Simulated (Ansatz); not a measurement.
# Lattice dynamics of (GaAs)3(MgS)1 [001] superlattice, started as zinc blende, part 2 of 2

Wanted: phonon frequencies of (GaAs)3(MgS)1 [001] superlattice, started as zinc blende and what follows from them.

Ansatz 0.2.0; DFT LDA, scalar-relativistic, plane waves, PAW.

So far: The starting structure; Coarse relaxation; Bringing the structure to rest. The relaxed cell has a, b, c = 3.957, 3.996, 11.252 Å (conventional setting).

The structure was built from a prototype and need not be the compound's stable phase.

## Step 4: Tight relaxation

Phonons need a cell at rest on their own settings, so the relaxation is repeated with tight tolerances on forces and stress, using the mesh and the filling of the phonon run that follows.

input.yaml

```yaml
crystal:
  lattice:
    - [2.7981965556, 2.7981965556, 0.0]
    - [-2.825881131, 2.825881131, 0.0]
    - [0.0, 0.0, 11.2517868282]
  atoms:
    - { symbol: As, position: [0.5, 0.0, 0.1229473697] }
    - { symbol: As, position: [1.0, 0.5, 0.3709875953] }
    - { symbol: As, position: [0.5, 0.0, 0.6180757907] }
    - { symbol: Ga, position: [0.0, 0.0, 0.0028560819] }
    - { symbol: Ga, position: [0.5, 0.5, 0.2493345318] }
    - { symbol: Ga, position: [0.0, 0.0, 0.4983585577] }
    - { symbol: Mg, position: [0.5, 0.5, 0.7509000373] }
    - { symbol: S, position: [1.0, 0.5, 0.8865400356] }
kpoints:
  mp_grid: { grid: [12, 12, 4] }
hamiltonian:
  xc: lda
scf:
  occupations: { method: methfessel_paxton, width: 0.2 }
output:
  forces: true
  stress: true
  eigenvalues: true
  write_density: true
  write_potential: true
  elf: true
  volumetric_format: npy
relax:
  adjacent_minimum: "off"
  f_tol: 0.001
  max_steps: 60
  cell: { stress_tol: 0.01 }
```

The run is started by

```sh
> ansatz run input.yaml --threads 4 --pin off --max-ram 14336MiB --backend cpu --events-out ev --progress --plain --runs-dir out
```

Numbers of over 12 decimals in the logs are rounded to 6 here.

The program printed:

```text
[...]
Crystal: 8 atoms, lattice volume = 177.944 Å³
Basis set: ecut = 420 eV, 3461 PW (Γ)
Bands: 60, of which v1, the nominal top of the filled ones, is band 50 counted from 1 (49 counted from 0)
Symmetry: 4 space group operations
[...]
k-points: 147 of 576 (time reversal used)
[...]
- [-2.825887, 2.825887, 0]
    - [0.0, 0, 11.251720]
  atoms:
    - { symbol: As, position: [0.5, 0, 0.122951] }
    - { symbol: As, position: [1.000000, 0.500000, 0.371002] }
    - { symbol: As, position: [0.5, 0, 0.618084] }
    - { symbol: Ga, position: [0, 0, 0.00287181] }
    - { symbol: Ga, position: [0.500000, 0.5, 0.249346] }
    - { symbol: Ga, position: [0, 0, 0.498386] }
    - { symbol: Mg, position: [0.500000, 0.5, 0.750830] }
    - { symbol: S, position: [1.000000, 0.500000, 0.886530] }
[key lines of the parts left out:]
SCF converged after 7 iterations
Free energy (F): -28216.841982 eV
Fermi energy:    7.723646 eV
P = ⅓ Tr σ = 0.0001 GPa (0.001 kbar)
```

Wall time 2.7 min (4 threads of Arm Neoverse V2, shared host); peak memory 1.3 GiB; 11 min of CPU time.

Little changed from the start: no atom moved by 0.005 Å and no cell edge by 0.1 %.

This step gave:

* pressure: 1.12e-4 GPa

ELF in the ac plane at fractional y = 0.500, with atoms of As and Ga and Mg and S within 0.2 Å of it. It is the smooth field of the valence electrons, not physical close to the nuclei.

Ten even steps from '_' (0.01) to '@' (0.91), each cell a mean:
```
%%%%##**--..______..==**%%%%
++##%%%%##--..__..++##%%%%**
__--%%@@%%**::__::##@@@@##::
**%%@@@@%%--..__..++@@@@@@##
@@@@@@##::..::--::..==%%@@@@
****==....----::==--__::++**
....______--------::____....
____________....____________
________..............______
__________........__________
____________________________
--::..________________..::::
****++--..__________::==++**
++****++==::____..::++******
::::++****==::::::++****==::
::--**####++------**####++::
****####++--::..::--**####**
******++--..__..__..--++****
::------::..______::::------
____..::::::::::::::::::..__
______....::::::::::..______
____________......__________
____________________________
====::..______________..--==
```
Columns run along a (4.0 Å), rows up along c (11.3 Å). Atoms in or near the plane, at fractional coordinates: As at (0.00, 0.37), Ga at (0.50, 0.25), Mg at (0.50, 0.75), S at (0.00, 0.89).

Valence density in the ac plane at fractional y = 0.500, with atoms of As and Ga and Mg and S within 0.2 Å of it. It is the smooth field of the valence electrons, not physical close to the nuclei.

Ten steps, logarithmic in the rise over the least value, from '0' (0 e/Å³) to '9' (33 e/Å³), each cell a mean:
```
22100000000112
22211000001222
12321000001232
23221000001233
22111245311112
00001589740000
00000478620000
00000012100000
00000000000000
00000000000000
00000000000000
00000000000000
11000000000011
54210000000134
97421000001258
87421111111257
33222245422223
11112589842111
00012478731000
00000122210000
00000000000000
00000000000000
00000000000000
00000000000000
```
Columns run along a (4.0 Å), rows up along c (11.3 Å). Atoms in or near the plane, at fractional coordinates: As at (0.00, 0.37), Ga at (0.50, 0.25), Mg at (0.50, 0.75), S at (0.00, 0.89).

Electrostatic potential energy in the ac plane at fractional y = 0.500, with atoms of As and Ga and Mg and S within 0.2 Å of it. With pseudopotentials it is smooth inside the atoms' cores, unlike the true potential.

Ten even steps from '0' (-32 eV) to '9' (12 eV), each cell a mean:
```
67899999999886
01479999998621
20168999998501
01478877888621
67887532367876
99886100026899
99986200047899
99998765678999
99999999999999
99999999999999
99999999999999
99999999999999
78899999999988
65579999998755
99558999997579
98568877887569
55676543457765
88875333336888
99985333346899
99998655578999
99999888899999
99999999999999
99999999999999
99999999999999
```
Columns run along a (4.0 Å; values clipped at the 3rd and 97th percentile), rows up along c (11.3 Å). Atoms in or near the plane, at fractional coordinates: As at (0.00, 0.37), Ga at (0.50, 0.25), Mg at (0.50, 0.75), S at (0.00, 0.89).

The largest force component left is 0.085 meV/Å and the pressure is 0.000 GPa, within the tolerances set. The cell now holds 22.24 Å³/atom.

## Step 5: Zone-centre response

The zone centre is the only wavevector solved here; it holds the modes that light can see, as far as symmetry allows. No field response is asked, since the mesh shows no gap.

input.yaml

```yaml
crystal:
  lattice:
    - [2.7980716465, 2.7980716465, 0.0]
    - [-2.8258871235, 2.8258871235, 0.0]
    - [0.0, 0.0, 11.2517200442]
  atoms:
    - { symbol: As, position: [0.5, 0.0, 0.1229510925] }
    - { symbol: As, position: [1.0, 0.5, 0.3710015129] }
    - { symbol: As, position: [0.5, 0.0, 0.6180840792] }
    - { symbol: Ga, position: [0.0, 0.0, 0.0028718072] }
    - { symbol: Ga, position: [0.5, 0.5, 0.2493459244] }
    - { symbol: Ga, position: [0.0, 0.0, 0.4983856078] }
    - { symbol: Mg, position: [0.5, 0.5, 0.750829773] }
    - { symbol: S, position: [1.0, 0.5, 0.8865302029] }
kpoints:
  mp_grid: { grid: [12, 12, 4] }
hamiltonian:
  xc: lda
scf:
  occupations: { method: methfessel_paxton, width: 0.2 }
output:
  eigenvalues: true
phonons:
  method: dfpt
```

The program printed:

```text
zone centre: on kpoints.mp_grid the ground state, and the responses unless they are solved on pairs of k-points, stand on 222 of the mesh's 576 k-points, reduced under 2 symmetry operations, with k and −k counted as one. Each operation leaves every solved displacement unchanged or reverses it
[...]
Crystal: 8 atoms, lattice volume = 177.935 Å³
Basis set: ecut = 420 eV, 3461 PW (Γ), exchange–correlation on 54×54×160 points (8 copies of the dense FFT grid, shifted against one another)
Bands: 60, of which v1, the nominal top of the filled ones, is band 50 counted from 1 (49 counted from 0)
Symmetry: 4 space group operations
k-points: 222 of 576 (irreducible under 2 space group operations, time reversal used)
[...]
SCF iter   1: F=—  HF=-28216.860982 eV  |F-HF|=—  |Δ(HF+E_count)|=         —  Δρ=5.76e-3  dr2=7.00e-2  ethr=1.77e-3  ⟨swp⟩=6.0  Hψ=44626  notcnv=0
[...]
SCF iter  12: F=-28216.841986 eV  HF=-28216.841986 eV  |F-HF|=7.28e-12  |Δ(HF+E_count)|=  7.28e-12  S|Δr|=    0.00e0  Δρ=4.78e-8  dr2=3.01e-12  ethr=1.00e-12  ⟨swp⟩=10.8  Hψ=69828  notcnv=0
SCF 1 converged in 12 iterations: F = -28216.841986 eV  dr2 = 3.01e-12
[...]
DFPT response loops at Γ: preconditioner auto → Kerker (q_TF=auto, 2.478 Å⁻¹) (partly filled bands, converged f_vac=0.052); β = 1.00, the filter's whole step (`scf.mixing.beta` (0.50) is not read by the response loops under this deck's `scf.mixing.preconditioner`; to damp them name `kerker` or `kerker_dos`, under which they read `scf.mixing.beta`, and type it under 1.00, their step now; both keys bind the ground state too); Broyden in place of MSR1
SCF converged after 12 iterations
[...]
Free energy (F): -28216.841986 eV
[...]
Internal energy: -28216.842032 eV  (E = F + TS)
E sigma→0 (E₀):  -28216.841997 eV
Entropy (-TS):   0.000046 eV (0.006 meV/atom)
Fermi energy:    7.723646 eV
[...]
--- Band table (eV; the first three rows and the last of 222) ---
  k-point 0: bands = [... 46 lower, 6.0351, 6.7060, 7.0214, 7.4947, 7.6446, 8.5453, 8.7663, 9.5130, ... 6 higher]
  k-point 1: bands = [... 46 lower, 6.0972, 6.0979, 6.9573, 7.5758, 7.9797, 8.5910, 8.8137, 9.4731, ... 6 higher]
  k-point 2: bands = [... 46 lower, 6.0128, 6.1613, 6.8847, 7.5045, 8.2675, 8.5797, 9.0083, 9.5098, ... 6 higher]
  k-point 221: bands = [... 46 lower, 4.3344, 4.4440, 5.1205, 5.2127, 9.4057, 9.4567, 9.5061, 9.9020, ... 6 higher]
--- Phonons (Γ-DFPT): 16 representative perturbations + reference, on 222 of 576 k-points (Σ response iterations 55) ---
  k mesh reduced under 2 symmetry operations, with k and −k counted as one. Each operation leaves every solved displacement unchanged or reverses it
  ASR residual: 5.017e-5 → 0.000e0 eV/Å²; symmetrization residual: 5.299e-6 eV/Å²
  ASR residual per site (eV/Å²): 4.81e-5 5.02e-5 3.71e-5 1.06e-5 6.45e-6 2.27e-5 3.09e-5 9.31e-6
  Γ frequencies (cm⁻¹): 0.00 0.00 0.00 56.47 59.45 61.80 73.93 76.15 88.17 119.04 150.27 229.92 230.49 234.38 245.11 255.92 263.49 264.98 271.77 279.35 284.30 292.27 326.80 332.64
  non-analytic LO–TO correction: not included (Born effective charges unavailable; polar crystals: no LO–TO splitting at Γ)
```

Run time: 18 min. Hardware: 4 threads; peak memory 6.8 GiB.

In the SCF lines HF is the Harris–Foulkes energy and dr2 the Hartree energy of the density residual, in eV; the loop may stop once dr2 is under the threshold and the program's other checks hold. Hψ counts applications of the Hamiltonian.

This step gave:

```
sum-rule residual before enforcement                    : 5.02e-5 eV/Å²
point group                                             : mm2
highest optical mode at the zone centre (no LO-TO term) : 332.6 cm⁻¹
lowest optical zone-centre mode                         : 56.47 cm⁻¹
```

Patterns of degenerate modes are one choice out of their space. Modes at Γ, with each element's share of the kinetic energy:

```
mode  frequency (cm⁻¹)  symmetry  As %  Ga %  Mg %  S %
   1               0.0  acoustic    46    43     5    7
   2               0.0  acoustic    46    43     5    7
   3               0.0  acoustic    46    43     5    7
   4              56.5        B1    43    47     5    6
   5              59.5        B2    50    42     7    1
   6              61.8        B2    57    29    12    2
   7              73.9        B1    45    54     0    0
   8              76.2        B2    13    75     0   11
   9              88.2        B1    12    10    42   36
  10             119.0        A1    49    46     1    3
  11             150.3        A1    40    35    10   15
  12             229.9        B2    37    39     0   24
  13             230.5        A1    74     8     1   17
  14             234.4        B2    41    43     0   16
  15             245.1        A1     9    72    13    5
  16             255.9        B2    32    30     0   38
  17             263.5        B1    50    50     0    0
  18             265.0        A1    47    52     0    0
  19             271.8        B1    53    47     0    0
  20             279.4        B1    39    34    14   13
  21             284.3        A1    31    37    18   14
  22             292.3        B1    12    15    34   39
  23             326.8        A1     4     7    51   39
  24             332.6        B2    23     0    76    1
```

Displacements in mode 4 (56.5 cm⁻¹), the largest set to 1:
```
As1 -0.78 -0.78  0.00
As2  0.19  0.19  0.00
As3  0.95  0.95  0.00
Ga4 -0.89 -0.89  0.00
Ga5  0.08  0.08  0.00
Ga6  1.00  1.00  0.00
Mg7 -0.72 -0.72  0.00
S8  -0.69 -0.69  0.00
```

Displacements in mode 23 (326.8 cm⁻¹), the largest set to 1:
```
As1  0.00  0.00  0.01
As2  0.00  0.00  0.08
As3  0.00  0.00 -0.13
Ga4  0.00  0.00  0.19
Ga5  0.00  0.00 -0.09
Ga6  0.00  0.00 -0.05
Mg7  0.00  0.00  1.00
S8   0.00  0.00 -0.76
```

Before it was imposed, the acoustic sum rule was missed by 5.0e-5 eV/Å². Small misses are needed for a sound result but don't prove that mesh and cutoff are converged. The lowest optical mode is real, 56.5 cm⁻¹.

## Step 6: Another isotope, element Ga, natural mass 69.723 amu

An isotope changes the mass and not the force constants, so no new electronic calculation is needed; the shifts show which modes move this element.

The same force constants with the mass of Ga changed from 69.723 to 70.925 u (phonopy, no LO-TO term). Both lists are sorted by frequency; levels can cross, so a row need not hold one and the same mode. Modes under 3 cm⁻¹ are left out. Isotope shifts, by row:

```
    q  rank  natural mass (cm⁻¹)  changed mass (cm⁻¹)
0 0 0     4                56.47                56.24
0 0 0     5                59.45                59.23
0 0 0     6                 61.8                61.65
0 0 0     7                73.93                73.58
0 0 0     8                76.15                75.66
0 0 0     9                88.17                88.09
0 0 0    10                  119                118.6
0 0 0    11                150.3                149.8
0 0 0    12                229.9                229.2
0 0 0    13                230.5                230.3
0 0 0    14                234.4                233.5
0 0 0    15                245.1                243.6
0 0 0    16                255.9                255.3
0 0 0    17                263.5                262.4
0 0 0    18                  265                263.8
0 0 0    19                271.8                270.7
0 0 0    20                279.4                278.5
0 0 0    21                284.3                283.4
0 0 0    22                292.3                291.9
0 0 0    23                326.8                326.6
0 0 0    24                332.6                332.6
```

A mode of this element alone would shift by -0.85 %. The highest zone-centre frequency without the field goes from 332.6 to 332.6 cm⁻¹ (+0.0 %). The product of the frequency ratios over all optical modes at Γ is 0.936; the product rule, (m/m′)^(3k/2) (M′/M)^(3/2) with k = 3 such atoms and M the mass of the cell, gives 0.936.

## Step 7: Isotope substitution, element Mg, natural mass 24.305 amu

The same for Mg, from 24.30 to 25.98 u.

A mode of this element alone would shift by -3.28 %. The highest zone-centre frequency without the field goes from 332.6 to 324.4 cm⁻¹ (-2.5 %). The product of the frequency ratios over all optical modes at Γ is 0.909; the product rule, (m/m′)^(3k/2) (M′/M)^(3/2) with k = 1 such atoms and M the mass of the cell, gives 0.909.

## Step 8: Another isotope, element S, natural mass 32.06 amu

The same for S, from 32.06 to 33.97 u.

A mode of this element alone would shift by -2.85 %. The highest zone-centre frequency without the field goes from 332.6 to 332.5 cm⁻¹ (-0.0 %). The product of the frequency ratios over all optical modes at Γ is 0.922; the product rule, (m/m′)^(3k/2) (M′/M)^(3/2) with k = 1 such atoms and M the mass of the cell, gives 0.922.

## Step 9: What came out

| Item | Value |
| --- | --- |
| space group after relaxation (within 0.01 Å) | Pmm2 |
| volume per atom | 22.2 Å³ |
| electronic character | no gap on this mesh |
| highest optical mode at the zone centre (no LO-TO term) | 333 cm⁻¹ |
| lowest optical zone-centre mode | 56.5 cm⁻¹ |
| imaginary modes at Γ (the only wavevector solved) | none |

**Reading.** The structure is stable against zone-centre distortions, since no mode there is imaginary; other wavevectors were not solved, so zone-boundary instabilities are untested. The optical modes at Γ span 56 to 333 cm⁻¹. No dispersion was computed. The highest mode in this list at Γ, 332.6 cm⁻¹, is mostly motion of Mg (76 % of the kinetic energy). With no gap, or one that is small against the smearing, the frequencies hang on the k mesh and the smearing, most of all near Kohn anomalies. A semilocal functional can close a gap that the real compound would have, so the metallic treatment may be an artefact of the level. The starting cell was built on a prototype and not taken from a measurement, so the phase need not exist. These are harmonic frequencies at zero temperature: anharmonic shifts, linewidths and thermal expansion are left out.

[Logs are printed without paths, hosts, clocks, repeated set-up lines and the standing remarks that a program may print on its own settings, such as how far it seeks lower states.]

[Hosts, paths, dates, database ids (printed as entryN), source tags and the programs' standing remarks are cut or masked in the printed files.]
